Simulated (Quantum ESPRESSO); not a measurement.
# E(q) of AlFe from supercells, part 2 of 2

Wanted: E(q) of AlFe at simple fractions of a reciprocal vector.

Quantum ESPRESSO 7.5; LDA; plane waves with GBRV 1.5 LDA potentials, no spin-orbit coupling, flat spiral in a supercell.

So far: Starting point; Parallel moments, one cell; One turn in 2 cells along the input cell's b; One turn in 3 cells along the input cell's b.

**5. One turn in 4 cells along the input cell's b**

Neighbouring cells are turned by 90° in the xy plane; the cell holds 8 atoms.

File pw.in:

```
&CONTROL
  calculation = 'scf'
  prefix = 'pwscf'
  outdir = './tmp'
  pseudo_dir = './pseudo'
  disk_io = 'nowf'
/
&SYSTEM
  ibrav = 0
  nat = 8
  ntyp = 7
  ecutwfc = 34
  ecutrho = 238
  nbnd = 100
  occupations = 'smearing'
  smearing = 'fd'
  degauss = 0.00734986
  noncolin = .true.
  starting_magnetization(1) = 0
  starting_magnetization(2) = 0
  starting_magnetization(3) = 0
  starting_magnetization(4) = 0.175
  angle1(4) = 90
  angle2(4) = 45
  starting_magnetization(5) = 0.175
  angle1(5) = 90
  angle2(5) = 135
  starting_magnetization(6) = 0.175
  angle1(6) = 90
  angle2(6) = -135
  starting_magnetization(7) = 0.175
  angle1(7) = 90
  angle2(7) = -45
/
&ELECTRONS
  conv_thr = 8d-08
  electron_maxstep = 150
  mixing_beta = 0.3
/
ATOMIC_SPECIES
Al1    26.9815 al_lda_v1.uspp.F.UPF
Al2    26.9815 al_lda_v1.uspp.F.UPF
Al3    26.9815 al_lda_v1.uspp.F.UPF
Fe1    55.8450 fe_lda_v1.5.uspp.F.UPF
Fe2    55.8450 fe_lda_v1.5.uspp.F.UPF
Fe3    55.8450 fe_lda_v1.5.uspp.F.UPF
Fe4    55.8450 fe_lda_v1.5.uspp.F.UPF
CELL_PARAMETERS bohr
   5.4991030227    0.0000000000    0.0000000000
   0.0000000000   21.9964120906    0.0000000000
   0.0000000000    0.0000000000    5.4991030227
ATOMIC_POSITIONS crystal
Al1     0.0000000000    0.0000000000    0.0000000000
Al1     0.0000000000    0.2500000000    0.0000000000
Al2     0.0000000000    0.5000000000    0.0000000000
Al3     0.0000000000    0.7500000000    0.0000000000
Fe1     0.5000000000    0.1250000000    0.5000000000
Fe2     0.5000000000    0.3750000000    0.5000000000
Fe3     0.5000000000    0.6250000000    0.5000000000
Fe4     0.5000000000    0.8750000000    0.5000000000
K_POINTS automatic
6 3 6 0 0 0
```

Command:

```
$ OMP_NUM_THREADS=1 mpirun -n 4 pw.x -nk 4 -in pw.in > pw.out
```

What it wrote:

```text
     [... lines left out ...]
Program PWSCF v.7.5 starts
     [... lines left out ...]
     number of atoms/cell      =            8
     [... lines left out ...]
     number of electrons       =        76.00
     number of Kohn-Sham states=          100
     kinetic-energy cutoff     =      34.0000  Ry
     charge density cutoff     =     238.0000  Ry
     scf convergence threshold =      8.0E-08
     [... lines left out ...]
     Noncollinear calculation without spin-orbit
     [... lines left out ...]
      2 Sym. Ops. (no inversion) found
     [... lines left out ...]
     number of k points=    60  Fermi-Dirac smearing, width (Ry)=  0.0073
     [... lines left out ...]
     iteration # 23     ecut=    34.00 Ry     beta= 0.30
     [... lines left out ...]
     atom number    1 relative position :    0.0000   0.0000   0.0000
     [... lines left out ...]
     magnetization :         -0.017627   -0.000007    0.000000
     [... lines left out ...]
     atom number    2 relative position :    0.0000   1.0000   0.0000
[...]
magnetization :         -0.000014   -0.017709    0.000000
[...]
atom number    3 relative position :    0.0000   2.0000   0.0000
[...]
magnetization :          0.017640    0.000034    0.000000
[...]
atom number    4 relative position :    0.0000   3.0000   0.0000
[...]
magnetization :          0.000027    0.017736   -0.000000
     [... lines left out ...]
     atom number    5 relative position :    0.5000   0.5000   0.5000
     [... lines left out ...]
     magnetization :          0.488028    0.490234    0.000000
     [... lines left out ...]
     atom number    6 relative position :    0.5000   1.5000   0.5000
     [... lines left out ...]
     magnetization :         -0.487455    0.490133   -0.000000
     [... lines left out ...]
     atom number    7 relative position :    0.5000   2.5000   0.5000
     [... lines left out ...]
     magnetization :         -0.488588   -0.491128   -0.000000
     [... lines left out ...]
     atom number    8 relative position :    0.5000   3.5000   0.5000
     [... lines left out ...]
     magnetization :          0.487859   -0.489943    0.000000
     [... lines left out ...]
     the Fermi energy is    12.9625 ev
!    total energy              =   -1028.01830446 Ry
     estimated scf accuracy    <       0.00000004 Ry
     smearing contrib. (-TS)   =      -0.02356048 Ry
     [... lines left out ...]
     total magnetization       =    -0.00    -0.00    -0.00 Bohr mag/cell
     absolute magnetization    =     3.03 Bohr mag/cell
     convergence has been achieved in  23 iterations
```

Elapsed: 6.2 min, on 4 MPI ranks of Arm Neoverse V1, shared host; peak memory 0.99 GiB.

Read from the output:

- smearing term TS: 0.3206 eV
- magnetization: 0, -0.001, 0 μB
- absolute magnetization: 3.029 μB
- final state: non-collinear
- largest moment: 0.6928 μB

**6. A faulty input**

One input was spoiled on purpose, to see how the program answers.

File pw.in:

```
&CONTROL
  calculation = 'scf'
  prefix = 'pwscf'
  outdir = './tmp'
  pseudo_dir = './pseudo'
  disk_io = 'nowf'
/
&SYSTEM
  ibrav = 0
  nat = 2
  ntyp = 2
  ecutwfc = 34
  ecutrho = 238
  nbnd = 17
  occupations = 'smearing'
  smearing = 'fd'
  degauss = 0.00734986
  starting_magnetization(1) = 0
  starting_magnetization(2) = 0.175
/
&ELECTRONS
  conv_thr = 2d-08
  electron_maxstep = 100
  mixing_beta = 0.3
/
ATOMIC_SPECIES
Al     26.9815 al_lda_v1.uspp.F.UPF
Fe     55.8450 fe_lda_v1.5.uspp.F.UPF
CELL_PARAMETERS angstrom
   2.9100000000    0.0000000000    0.0000000000
   0.0000000000    2.9100000000    0.0000000000
   0.0000000000    0.0000000000    2.9100000000
ATOMIC_POSITIONS crystal
Al      0.0000000000    0.0000000000    0.0000000000
Fe      0.5000000000    0.5000000000    0.5000000000
K_POINTS automatic
6 6 6 0 0 0
```

What it wrote:

```text
[banner, memory and clock lines left out]
Program PWSCF v.7.5 starts

     Message from routine setup:
     using ibrav=0 with symmetry is DISCOURAGED, use correct ibrav instead

     bravais-lattice index     =            0
     lattice parameter (alat)  =       5.4991  a.u.
     unit-cell volume          =     166.2936 (a.u.)^3
     number of atoms/cell      =            2
     number of atomic types    =            2
     number of electrons       =        19.00
     number of Kohn-Sham states=           17
     kinetic-energy cutoff     =      34.0000  Ry
     charge density cutoff     =     238.0000  Ry
     scf convergence threshold =      2.0E-08
     mixing beta               =       0.3000
     number of iterations used =            8  plain     mixing
     Exchange-correlation=  SLA  PZ   NOGX NOGC
                           (   1   1   0   0   0   0   0)

     [... lines left out ...]
     PseudoPot. # 1 for Al read from file:
     al_lda_v1.uspp.F.UPF
     Pseudo is Ultrasoft + core correction, Zval =  3.0

     PseudoPot. # 2 for Fe read from file:
     fe_lda_v1.5.uspp.F.UPF
     Pseudo is Ultrasoft + core correction, Zval = 16.0

     atomic species   valence    mass     pseudopotential
     Al                3.00    26.98150     Al( 1.00)
     Fe               16.00    55.84500     Fe( 1.00)

     48 Sym. Ops., with inversion, found

   Cartesian axes

     site n.     atom                  positions (alat units)
         1        Al     tau(   1) = (   0.0000000   0.0000000   0.0000000  )
         2        Fe     tau(   2) = (   0.5000000   0.5000000   0.5000000  )

     number of k points=    20  Fermi-Dirac smearing, width (Ry)=  0.0073

     Dense  grid:    10395 G-vectors     FFT dimensions: (  27,  27,  27)

     Smooth grid:     4457 G-vectors     FFT dimensions: (  24,  24,  24)

     Check: negative core charge=   -0.000020

     Initial potential from superposition of free atoms

     starting charge      17.9978, renormalised to      19.0000
     Starting wfcs are   17 randomized atomic wfcs

     Self-consistent Calculation

     iteration #  1     ecut=    34.00 Ry     beta= 0.30
     Davidson diagonalization with overlap
     ethr =  1.00E-02,  avg # of iterations =  4.2

     total energy              =    -255.81567092 Ry
     estimated scf accuracy    <       3.62515070 Ry

     [... further iterations left out ...]

     iteration # 10     ecut=    34.00 Ry     beta= 0.30
     Davidson diagonalization with overlap
     ethr =  1.11E-09,  avg # of iterations =  1.9

     End of self-consistent calculation

     [... lines left out ...]
     the Fermi energy is    12.8550 ev

!    total energy              =    -257.00352119 Ry
     estimated scf accuracy    <          2.9E-09 Ry
     smearing contrib. (-TS)   =      -0.00698219 Ry
     internal energy E=F+TS    =    -256.99653900 Ry

     The total energy is F=E-TS. E is the sum of the following terms:
     one-electron contribution =    -164.19368529 Ry
     hartree contribution      =      91.04412253 Ry
     xc contribution           =     -33.11881531 Ry
     ewald contribution        =    -150.72816093 Ry

     convergence has been achieved in  10 iterations
```

Elapsed: 1.9 s, on 4 MPI ranks; peak memory 0.05 GiB.

Convergence was reached, yet the input spoils the result.

The fault in the input: starting_magnetization without nspin.

**7. The spirals together**

Spirals:

| q along the reciprocal vector | energy less that at q = 0 (meV a seeded atom) | largest site moment (μB) | typed angles kept | CPU time (s) |
| --- | --- | --- | --- | --- |
| 0 | 0 | 0.6845 | yes | 156.6 |
| 0.25 | 2.176 | 0.6928 | yes | 1482 |
| 0.3333 | 3.595 | 0.6943 | yes | 940.7 |
| 0.5 | 5.431 | 0.7017 | yes | 230.8 |

Energy less that at q = 0, self-consistent against path:

| path (Å⁻¹) | energy less that at q = 0, self-consistent (meV a seeded atom) |
| --- | --- |
| 0.000 | 0 |
| 0.540 | 2.18 |
| 0.720 | 3.59 |
| 1.080 | 5.43 |

**8. What came out**

```yaml
lowest_point: q = 0 along b*, 0 meV a seeded atom
highest_point: q = 0.5, 5.43 meV a seeded atom
```

No spiral that was tried lies under the parallel state. The moment changes by 2.4 % between the spirals. The cell of 4 repeats took 9.5 times the CPU time of the single cell, though its mesh is shorter in proportion. Here b and b* are vectors of the cell in the input, which need not be the conventional cell, and only this direction was probed. The mesh is coarse, so differences of some ten meV can be noise in a metal. Energies are free energies at an electronic temperature of 1160 K, which lowers moments and differences where the moments are itinerant. The cutoff lies under the 40 Ry that these files are usually run at.

[Logs and program files are shortened in this print: banners, set-up blocks, solver, clock and traceback lines can be left out without a mark of their own.]

[Logs are printed without paths, hosts, clocks, repeated set-up lines and the standing remarks that a program may print on its own settings, such as how far it seeks lower states.]

[Hosts, paths, dates, database ids (printed as entryN), source tags and the programs' standing remarks are cut or masked in the printed files.]

[Where a cell is said to come from a database of computed structures, the database is the Materials Project.]
